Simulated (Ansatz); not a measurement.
# Work function of Ir(110): what the settings cost and change, part 2 of 2

Aim: the numerical settings behind the work function of Ir(110), with the cost of each.

Ansatz 0.2.0; plane-wave DFT, PBE, Ansatz PAW.

So far. Step 5 (Run): The work function is 5.032 eV, +0.000 eV from the run “cutoff 420 eV”, at 1.6 times its CPU time. Step 6 (Slab): The work function is 5.006 eV, -0.025 eV from the run “cutoff 420 eV”, at 0.069 times its CPU time.

## 7. Slab

input.yaml

```yaml
crystal:
  lattice:
    - [3.84, 0.0, 0.0]
    - [0.0, 2.7152900398, 0.0]
    - [0.0, 0.0, 26.1458701193]
  atoms:
    - { symbol: Ir, position: [0.0, 0.0, 0.3442226233] }
    - { symbol: Ir, position: [0.5, 0.5, 0.3961484155] }
    - { symbol: Ir, position: [0.0, 0.0, 0.4480742078] }
    - { symbol: Ir, position: [0.5, 0.5, 0.5] }
    - { symbol: Ir, position: [0.0, 0.0, 0.5519257922] }
    - { symbol: Ir, position: [0.5, 0.5, 0.6038515845] }
    - { symbol: Ir, position: [0.0, 0.0, 0.6557773767] }
kpoints:
  mp_grid: { grid: [4, 5, 1] }
hamiltonian:
  xc: pbe
scf:
  occupations: { method: fermi_dirac, width: 0.1 }
  convergence: { dr2_threshold: 1.0e-09 }
efield:
  axis: 3
  dipole_correction: true
  ramp_position: 0.97
  ramp_width: 0.06
output:
  write_potential: true
  write_density: true
  volumetric_format: npy
```

Started as:

```
$ ansatz run input.yaml --threads 2 --pin off --max-ram 3072MiB --backend cpu --events-out ev --progress --plain --runs-dir out
```

Numbers of over 12 decimals in the logs are rounded to 6 here.

Output:

```text
[...]
Crystal: 7 atoms, lattice volume = 272.616 Å³
Basis set: ecut = 420 eV, 5359 PW (Γ)
Bands: 72, of which v1, the nominal top of the filled ones, is band 60 counted from 1 (59 counted from 0)
Symmetry: 4 space group operations
k-points: 9 of 20
[...]
k-point 0: bands = [... 56 lower, 5.1571, 5.2632, 5.4084, 5.5783, 6.1909, 6.3439, 6.6462, 6.6699, ... 8 higher]
  k-point 1: bands = [... 56 lower, 5.2455, 5.3983, 5.4703, 5.6279, 6.0255, 6.0754, 6.4155, 6.6287, ... 8 higher]
  k-point 2: bands = [... 56 lower, 6.1317, 6.5568, 6.6117, 6.7158, 6.7524, 6.9572, 7.2976, 7.4145, ... 8 higher]
  k-point 8: bands = [... 56 lower, 5.9728, 6.0378, 6.3221, 6.4017, 6.4712, 6.7940, 6.9023, 7.3525, ... 8 higher]
[key lines of the parts left out:]
SCF converged after 10 iterations
Free energy (F): -83543.174908 eV
Fermi energy:    6.149457 eV
Dipole field:    D = 0.000000 V/Å  (p = 0.000000 e·Å, saw-weighted, corrected)
Work function:   Φ+ = 5.0277 eV   Φ− = 5.0277 eV
```

The job ended after 22 s (2 threads of Arm Neoverse N1, shared host; peak memory 0.57 GiB).

The work function is 5.028 eV, -0.004 eV from the run “cutoff 420 eV”, at 0.17 times its CPU time.

## 8. Slab

Changes to input.yaml since step 7:

```diff
@@ -14,3 +14,3 @@
 kpoints:
-  mp_grid: { grid: [4, 5, 1] }
+  mp_grid: { grid: [7, 10, 1] }
 hamiltonian:
```

Output:

```text
[...]
Crystal: 7 atoms, lattice volume = 272.616 Å³
Basis set: ecut = 420 eV, 5359 PW (Γ)
Bands: 72, of which v1, the nominal top of the filled ones, is band 60 counted from 1 (59 counted from 0)
Symmetry: 4 space group operations
k-points: 24 of 70
[...]
k-point 0: bands = [... 56 lower, 5.1498, 5.3021, 5.4343, 5.5688, 6.2219, 6.3796, 6.6430, 6.6674, ... 8 higher]
  k-point 1: bands = [... 56 lower, 5.1538, 5.4560, 5.5669, 5.5932, 6.1761, 6.3234, 6.4315, 6.4986, ... 8 higher]
  k-point 2: bands = [... 56 lower, 5.2616, 5.4126, 5.4944, 5.6440, 6.0424, 6.0873, 6.4155, 6.6425, ... 8 higher]
  k-point 23: bands = [... 56 lower, 6.5119, 6.6170, 6.8145, 7.0337, 7.0490, 7.2514, 7.2958, 7.6535, ... 8 higher]
[key lines of the parts left out:]
SCF converged after 10 iterations
Free energy (F): -83543.358239 eV
Fermi energy:    6.132946 eV
Dipole field:    D = 0.000000 V/Å  (p = 0.000000 e·Å, saw-weighted, corrected)
Work function:   Φ+ = 5.0345 eV   Φ− = 5.0345 eV
```

Wall time 81 s (2 threads); peak memory 0.78 GiB; 2.1 min of CPU time.

The work function is 5.035 eV, +0.003 eV from the run “cutoff 420 eV”, at 0.49 times its CPU time.

## 9. Run

Changes to input.yaml since step 8:

```diff
@@ -14,3 +14,3 @@
 kpoints:
-  mp_grid: { grid: [7, 10, 1] }
+  mp_grid: { grid: [16, 22, 1] }
 hamiltonian:
```

Output:

```text
[...]
Crystal: 7 atoms, lattice volume = 272.616 Å³
Basis set: ecut = 420 eV, 5359 PW (Γ)
Bands: 72, of which v1, the nominal top of the filled ones, is band 60 counted from 1 (59 counted from 0)
Symmetry: 4 space group operations
k-points: 108 of 352
[...]
k-point 0: bands = [... 56 lower, 5.1493, 5.3014, 5.4342, 5.5700, 6.2203, 6.3797, 6.6435, 6.6681, ... 8 higher]
  k-point 1: bands = [... 56 lower, 5.1133, 5.3562, 5.4824, 5.5833, 6.1935, 6.4473, 6.5191, 6.6557, ... 8 higher]
  k-point 2: bands = [... 56 lower, 5.1396, 5.4468, 5.5763, 5.5785, 6.1697, 6.3377, 6.4665, 6.5469, ... 8 higher]
  k-point 107: bands = [... 56 lower, 6.7167, 6.9575, 6.9674, 7.0328, 7.0380, 7.1053, 7.2960, 7.3271, ... 8 higher]
[key lines of the parts left out:]
SCF converged after 10 iterations
Free energy (F): -83543.348112 eV
Fermi energy:    6.137179 eV
Dipole field:    D = 0.000000 V/Å  (p = 0.000000 e·Å, saw-weighted, corrected)
Work function:   Φ+ = 5.0298 eV   Φ− = 5.0298 eV
```

It took 5.1 min on 2 threads; peak memory 2 GiB; 9.5 min of CPU time.

The work function is 5.030 eV, -0.002 eV from the run “cutoff 420 eV”, at 2.2 times its CPU time.

## 10. Run

Changes to input.yaml since step 9:

```diff
@@ -14,3 +14,3 @@
 kpoints:
-  mp_grid: { grid: [16, 22, 1] }
+  mp_grid: { grid: [11, 15, 1] }
 hamiltonian:
@@ -18,3 +18,3 @@
 scf:
-  occupations: { method: fermi_dirac, width: 0.1 }
+  occupations: { method: gaussian, width: 0.05 }
   convergence: { dr2_threshold: 1.0e-09 }
```

Output:

```text
[...]
Crystal: 7 atoms, lattice volume = 272.616 Å³
Basis set: ecut = 420 eV, 5359 PW (Γ)
Bands: 72, of which v1, the nominal top of the filled ones, is band 60 counted from 1 (59 counted from 0)
Symmetry: 4 space group operations
k-points: 48 of 165
[...]
k-point 0: bands = [... 56 lower, 5.1495, 5.2995, 5.4361, 5.5727, 6.2196, 6.3834, 6.6411, 6.6676, ... 8 higher]
  k-point 1: bands = [... 56 lower, 5.0940, 5.4024, 5.5247, 5.5902, 6.1755, 6.4178, 6.4901, 6.6379, ... 8 higher]
  k-point 2: bands = [... 56 lower, 5.1921, 5.4474, 5.5077, 5.6308, 6.2309, 6.2385, 6.3026, 6.3493, ... 8 higher]
  k-point 47: bands = [... 56 lower, 6.4846, 6.6681, 6.9194, 6.9487, 6.9676, 7.0435, 7.2450, 7.2573, ... 8 higher]
[key lines of the parts left out:]
SCF converged after 10 iterations
Free energy (F): -83543.211903 eV
Fermi energy:    6.112618 eV
Dipole field:    D = 0.000000 V/Å  (p = 0.000000 e·Å, saw-weighted, corrected)
Work function:   Φ+ = 5.0529 eV   Φ− = 5.0529 eV
```

Elapsed: 2.6 min, on 2 threads; peak memory 1.1 GiB.

The work function is 5.053 eV, +0.021 eV from the run “cutoff 420 eV”, at 0.97 times its CPU time.

## 11. Run

Changes to input.yaml since step 10:

```diff
@@ -18,3 +18,3 @@
 scf:
-  occupations: { method: gaussian, width: 0.05 }
+  occupations: { method: methfessel_paxton, width: 0.2 }
   convergence: { dr2_threshold: 1.0e-09 }
```

Output:

```text
[...]
Crystal: 7 atoms, lattice volume = 272.616 Å³
Basis set: ecut = 420 eV, 5359 PW (Γ)
Bands: 72, of which v1, the nominal top of the filled ones, is band 60 counted from 1 (59 counted from 0)
Symmetry: 4 space group operations
k-points: 48 of 165
[...]
k-point 0: bands = [... 56 lower, 5.1496, 5.2986, 5.4364, 5.5730, 6.2220, 6.3814, 6.6407, 6.6666, ... 8 higher]
  k-point 1: bands = [... 56 lower, 5.0931, 5.4016, 5.5248, 5.5904, 6.1777, 6.4168, 6.4886, 6.6371, ... 8 higher]
  k-point 2: bands = [... 56 lower, 5.1914, 5.4466, 5.5078, 5.6303, 6.2323, 6.2374, 6.3024, 6.3483, ... 8 higher]
  k-point 47: bands = [... 56 lower, 6.4840, 6.6683, 6.9184, 6.9485, 6.9665, 7.0401, 7.2450, 7.2554, ... 8 higher]
[key lines of the parts left out:]
SCF converged after 10 iterations
Free energy (F): -83543.204417 eV
Fermi energy:    6.127663 eV
Dipole field:    D = 0.000000 V/Å  (p = 0.000000 e·Å, saw-weighted, corrected)
Work function:   Φ+ = 5.0387 eV   Φ− = 5.0387 eV
```

It took 3.2 min on 2 threads; peak memory 1.1 GiB; 4.3 min of CPU time.

The work function is 5.039 eV, +0.007 eV from the run “cutoff 420 eV”, at 1.0 times its CPU time.

## 12. Run

Changes to input.yaml since step 11:

```diff
@@ -18,3 +18,3 @@
 scf:
-  occupations: { method: methfessel_paxton, width: 0.2 }
+  occupations: { method: fermi_dirac, width: 0.3 }
   convergence: { dr2_threshold: 1.0e-09 }
```

Output:

```text
band count auto-derived: 80 (N_el = 119.0; filled up to band 60; 72 by the electrons, moments and atoms)
[...]
Crystal: 7 atoms, lattice volume = 272.616 Å³
Basis set: ecut = 420 eV, 5359 PW (Γ)
Bands: 80, of which v1, the nominal top of the filled ones, is band 60 counted from 1 (59 counted from 0)
Symmetry: 4 space group operations
k-points: 48 of 165
[...]
k-point 0: bands = [... 56 lower, 5.1337, 5.3061, 5.4169, 5.5552, 6.2013, 6.3701, 6.6571, 6.6672, ... 16 higher]
  k-point 1: bands = [... 56 lower, 5.1170, 5.4038, 5.5195, 5.5795, 6.1521, 6.4165, 6.4795, 6.6529, ... 16 higher]
  k-point 2: bands = [... 56 lower, 5.2215, 5.4355, 5.5070, 5.6487, 6.2059, 6.2326, 6.3065, 6.3531, ... 16 higher]
  k-point 47: bands = [... 56 lower, 6.4837, 6.6551, 6.9423, 6.9524, 6.9669, 7.0420, 7.2665, 7.2785, ... 16 higher]
[key lines of the parts left out:]
SCF converged after 10 iterations
Free energy (F): -83544.516999 eV
Fermi energy:    6.128605 eV
Dipole field:    D = 0.000000 V/Å  (p = 0.000000 e·Å, saw-weighted, corrected)
Work function:   Φ+ = 5.0485 eV   Φ− = 5.0485 eV
```

It took 2.9 min on 2 threads; peak memory 1.3 GiB; 5.3 min of CPU time.

The work function is 5.048 eV, +0.017 eV from the run “cutoff 420 eV”, at 1.3 times its CPU time.

## 13. Run

Changes to input.yaml since step 12:

```diff
@@ -18,3 +18,3 @@
 scf:
-  occupations: { method: fermi_dirac, width: 0.3 }
+  occupations: { method: cold, width: 0.1 }
   convergence: { dr2_threshold: 1.0e-09 }
```

Output:

```text
[...]
Crystal: 7 atoms, lattice volume = 272.616 Å³
Basis set: ecut = 420 eV, 5359 PW (Γ)
Bands: 72, of which v1, the nominal top of the filled ones, is band 60 counted from 1 (59 counted from 0)
Symmetry: 4 space group operations
k-points: 48 of 165
[...]
k-point 0: bands = [... 56 lower, 5.1487, 5.2989, 5.4362, 5.5721, 6.2203, 6.3827, 6.6406, 6.6665, ... 8 higher]
  k-point 1: bands = [... 56 lower, 5.0929, 5.4020, 5.5242, 5.5897, 6.1760, 6.4165, 6.4896, 6.6373, ... 8 higher]
  k-point 2: bands = [... 56 lower, 5.1912, 5.4470, 5.5072, 5.6298, 6.2308, 6.2373, 6.3023, 6.3478, ... 8 higher]
  k-point 47: bands = [... 56 lower, 6.4838, 6.6677, 6.9179, 6.9483, 6.9665, 7.0419, 7.2441, 7.2560, ... 8 higher]
[key lines of the parts left out:]
SCF converged after 10 iterations
Free energy (F): -83543.201619 eV
Fermi energy:    6.113812 eV
Dipole field:    D = 0.000000 V/Å  (p = 0.000000 e·Å, saw-weighted, corrected)
Work function:   Φ+ = 5.0523 eV   Φ− = 5.0523 eV
```

It took 2.5 min on 2 threads; peak memory 1.1 GiB; 4.6 min of CPU time.

The work function is 5.052 eV, +0.021 eV from the run “cutoff 420 eV”, at 1.1 times its CPU time.

## 14. Comparing the runs

Times are for 2 threads of Arm Neoverse N1, shared host. The series side by side:

```tsv
no.	setting	work function, upper face (eV)	time	memory (GiB)
1	cutoff 200 eV	5.566	76 s	0.54
2	cutoff 300 eV	5.040	2.1 min	0.79
3	cutoff 420 eV	5.031	2.4 min	1.1
4	cutoff 600 eV	5.032	3.9 min	1.8
5	mesh 2x3	5.006	9.4 s	0.49
6	mesh 4x5	5.028	22 s	0.57
7	mesh 7x10	5.035	81 s	0.78
8	mesh 16x22	5.030	5.1 min	2.0
9	Gaussian smearing 0.05 eV	5.053	2.6 min	1.1
10	methfessel_paxton smearing 0.2 eV	5.039	3.2 min	1.1
11	fermi_dirac smearing 0.3 eV	5.048	2.9 min	1.3
12	cold smearing 0.1 eV	5.052	2.5 min	1.1
```

## 15. The same run with other settings

An input spoilt on purpose, to show how the run answers: it repeats the earlier run “cutoff 200 eV” with crystal.atoms[4].position from [0.0, 0.0, 0.5519257922] to [0.63020833, 0.5, 0.60385158], and scf.max_iter set to 60; its output block differs too.

input.yaml, the sections that differ from step 13:

```yaml
crystal:
  lattice:
    - [3.84, 0.0, 0.0]
    - [0.0, 2.7152900398, 0.0]
    - [0.0, 0.0, 26.1458701193]
  atoms:
    - { symbol: Ir, position: [0.0, 0.0, 0.3442226233] }
    - { symbol: Ir, position: [0.5, 0.5, 0.3961484155] }
    - { symbol: Ir, position: [0.0, 0.0, 0.4480742078] }
    - { symbol: Ir, position: [0.5, 0.5, 0.5] }
    - { symbol: Ir, position: [0.63020833, 0.5, 0.60385158] }
    - { symbol: Ir, position: [0.5, 0.5, 0.6038515845] }
    - { symbol: Ir, position: [0.0, 0.0, 0.6557773767] }
scf:
  occupations: { method: fermi_dirac, width: 0.1 }
  convergence: { dr2_threshold: 1.0e-09 }
  max_iter: 60
basis:
  ecutwfc: "200 eV"
# kpoints, hamiltonian, efield, output: as in step 13
```

Output:

```text
Warning: basis.ecutwfc = 200 eV is below the records' recommended 420 eV, and the density's cutoff is lower with it unless basis.ecutrho_ratio is high enough to keep the records' density cutoff: compare with a run at a higher cutoff
Warning: basis.ecutrho_ratio 4 (ecutrho = 800 eV, dense FFT grid 18×15×125): the grid does not resolve the core-correction charge of Ir (measure 0.13 e/Å^2.5); warned from 0.08. The energy and each atom's force then go with where the atoms sit on the grid: [figures from the program's tests cut] If this deck is also warned that a cutoff or its ratio is below what is recommended, mend that before anything below. First try basis.xc_grid, which is 1 on this run (the dense grid itself), where it is not refused (2, then 3). Above 1 the core-correction charge is laid on the exchange–correlation grid, and this warning is never given, whether or not the level is enough: [rest of the remark cut]
Engine: ansatz 0.2.0, aarch64-unknown-linux-gnu
Pseudopotentials: kind: paw
Pseudopotential: Ir, paw, valence charge 17, recommended cutoff 420 eV (normal), Ir.paw.azcp
Functional definition: PBE
  parameter kappa = 0.804
  parameter beta = 0.066725
  exchange = pbe_x(kappa = kappa, mu = beta*pi^2/3)
  correlation = pbe_c(beta = beta)
Crystal: 7 atoms, lattice volume = 272.616 Å³
Basis set: ecut = 200 eV, 1771 PW (Γ)
Bands: 72, of which v1, the nominal top of the filled ones, is band 60 counted from 1 (59 counted from 0)
Symmetry: 2 space group operations
Space group: Pm (ITA 6), of the structure as read, at distance tolerance 6.5e-5 Å
k-points: 48 of 165 (time reversal used)
Non-local potential: Ir, projectors of the file, l = 0: 3, l = 1: 2, l = 2: 2, l = 3: 1
PAW form: soft (Blöchl's): semilocal exchange-correlation on the pseudo side does not see the compensation charge
PAW one-centre angular grid: Ir, 590 points (default); XC on 64 Gauss nodes
Initial density: superposition of atomic densities (neutral atoms: chi_scale 0, normalization atom), corrected by the library's trained network
Initial wavefunctions: pseudopotential atomic-orbital guess
Functional: x = pbe(κ = 0.804, μ = 0.219515), c = pbe(β = 0.066725)
SCF iter   1: F=—  HF=-210871.108297 eV  |F-HF|=—  |Δ(HF+E_count)|=         —  Δρ=7.31e0  dr2=2.82e5  ethr=1.77e-3  p=19.088 e·Å  D=1.27e1 V/Å  ΔV_dip=-331.27 eV  dr2_dipole=8.33e4  V_vac-E_F(+/−)=48.81/380.09 eV  ⟨swp⟩=93.0  Hψ=193374  notcnv=185  defer=1402
efield: sawtooth ramp at fractional position 0.9700 (set: `efield.ramp_position`, or a place that a band, a saddle search or an elastic batch's reference lends), width 0.0600; the density the first Hamiltonian is built on has a dipole p = 19.088 e·Å; the dipole correction subtracts the counter field D = 1.27e1 V/Å, which shifts the + side's vacuum level by -331.27 eV against the − side's; the planar-averaged density in the ramp window peaks in size at 7.4e-4 e/Å³
preconditioner: auto → LDOS  [metal: Δε(μ)=0.033 eV  Ē_g=39.291 eV  σ=0.100 eV  W_gap=0.08  n_scr=58 (ndim 8)  ℏωp=12.2 eV  f_vac=0.581  D(μ)=1.12/eV (n_scr^D=6)  β→1.0]
SCF iter   2: F=—  HF=-470292.092386 eV  |F-HF|=—  |Δ(HF+E_count)|=    2.59e5  Δρ=2.31e0  dr2=4.70e5  ethr=1.77e-3  p=-275.497 e·Å  D=-1.83e2 V/Å  ΔV_dip=4781.14 eV  dr2_dipole=2.80e5  V_vac-E_F(+/−)=4698.40/-83.28 eV  ⟨swp⟩=46.0  Hψ=199671  notcnv=2954  defer=502
SCF iter   3: F=—  HF=-170978.148566 eV  |F-HF|=—  |Δ(HF+E_count)|=    2.99e5  Δρ=1.83e0  dr2=1.74e5  ethr=1.77e-3  p=-110.479 e·Å  D=-7.33e1 V/Å  ΔV_dip=1917.32 eV  dr2_dipole=3.94e4  V_vac-E_F(+/−)=2139.88/225.93 eV  ⟨swp⟩=46.0  Hψ=179732  notcnv=1353  defer=569
SCF iter   4: F=—  HF=-103692.427334 eV  |F-HF|=—  |Δ(HF+E_count)|=    6.73e4  Δρ=1.83e0  dr2=1.18e5  ethr=1.77e-3  p=-26.006 e·Å  D=-1.73e1 V/Å  ΔV_dip=451.32 eV  dr2_dipole=1.87e4  V_vac-E_F(+/−)=535.76/85.03 eV  ⟨swp⟩=46.0  Hψ=157364  notcnv=94  defer=504
SCF iter   5: F=—  HF=-99900.031948 eV  |F-HF|=—  |Δ(HF+E_count)|=    3.79e3  Δρ=1.37e0  dr2=1.50e5  ethr=1.77e-3  p=-34.506 e·Å  D=-2.29e1 V/Å  ΔV_dip=598.84 eV  dr2_dipole=6.96e4  V_vac-E_F(+/−)=691.77/92.22 eV  ⟨swp⟩=46.0  Hψ=174041  notcnv=224  defer=483
SCF iter   6: F=—  HF=-86180.982445 eV  |F-HF|=—  |Δ(HF+E_count)|=    1.37e4  Δρ=1.21e0  dr2=6.20e4  ethr=1.77e-3  p=3.805 e·Å  D=2.53e0 V/Å  ΔV_dip=-66.04 eV  dr2_dipole=2.75e4  V_vac-E_F(+/−)=11.41/78.12 eV  ⟨swp⟩=41.7  Hψ=119905  notcnv=1  defer=382
SCF iter   7: F=—  HF=-83180.242563 eV  |F-HF|=—  |Δ(HF+E_count)|=    3.00e3  Δρ=9.04e-1  dr2=2.95e4  ethr=1.77e-3  p=-6.560 e·Å  D=-4.35e0 V/Å  ΔV_dip=113.85 eV  dr2_dipole=6.57e3  V_vac-E_F(+/−)=115.90/2.96 eV  ⟨swp⟩=44.2  Hψ=94776  notcnv=31  defer=383
SCF iter   8: F=—  HF=-84071.359866 eV  |F-HF|=—  |Δ(HF+E_count)|=    8.91e2  Δρ=1.08e0  dr2=1.51e4  ethr=1.77e-3  p=7.752 e·Å  D=5.15e0 V/Å  ΔV_dip=-134.53 eV  dr2_dipole=4.21e1  V_vac-E_F(+/−)=33.90/168.59 eV  ⟨swp⟩=46.0  Hψ=135036  notcnv=420  defer=323
SCF iter   9: F=—  HF=-83432.913871 eV  |F-HF|=—  |Δ(HF+E_count)|=    6.38e2  Δρ=7.07e-1  dr2=7.43e4  ethr=1.77e-3  p=9.858 e·Å  D=6.54e0 V/Å  ΔV_dip=-171.09 eV  dr2_dipole=6.11e4  V_vac-E_F(+/−)=-13.77/157.36 eV  ⟨swp⟩=46.0  Hψ=136250  notcnv=247  defer=472  recentre
```

Wall time 10 min (2 threads); peak memory 0.54 GiB.

Residual by cycle:

cycle, log10 residual and a bar from the least value:
```
        1        5.5 ##########################
        2        5.7 ##############################
        3        5.2 #####################
        4        5.1 ##################
        5        5.2 ####################
        6        4.8 ############
        7        4.5 ######
        8        4.2 
        9        4.9 ##############
```

The run was cut off at its time limit.

After 9 cycles the residual stands at 74278.

The fault put into the input: atoms that overlap.

## 16. Outcome

```yaml
work_function_cutoff_200_ev: 5.566 eV
work_function_cutoff_420_ev: 5.031 eV
work_function_cutoff_600_ev: 5.032 eV
work_function_mesh_2x3: 5.006 eV
```

**Reading.** The run at the highest cutoff gives 5.03 eV, and the settings tried spread the value from 5.01 to 5.57 eV. Against 600 eV, a cutoff of 200 eV is off by +0.535 eV. Against 600 eV, a cutoff of 420 eV is off by -0.000 eV. Against the finest mesh, 16 points along a, the coarser ones are off by -0.02 (2), -0.00 (4) and +0.00 (7) eV. The smearing schemes and widths spread it over 0.02 eV. The program marks the value as in doubt in “cutoff 200 eV”. A compiled measured value is 5.42 eV (arxiv:1902.07811, 2019), but the real face reconstructs and these slabs don't, so it is no test of the method. The ladder's slabs use the tabulated experimental lattice constant (two decimals; a low-temperature value for the alkali metals). In 1 run of the series (cutoff 200 eV) the program warns that electrons reach the sawtooth's ramp, which makes dipole and work function less sure.

[Logs are printed without paths, hosts, clocks, repeated set-up lines and the standing remarks that a program may print on its own settings, such as how far it seeks lower states.]

[Hosts, paths, dates, database ids (printed as entryN), source tags and the programs' standing remarks are cut or masked in the printed files.]

[Maps of the electrostatic potential energy from Ansatz leave out the sawtooth potential of an applied field or a dipole correction, so their vacuum need not be flat; planar profiles and work functions include it.]
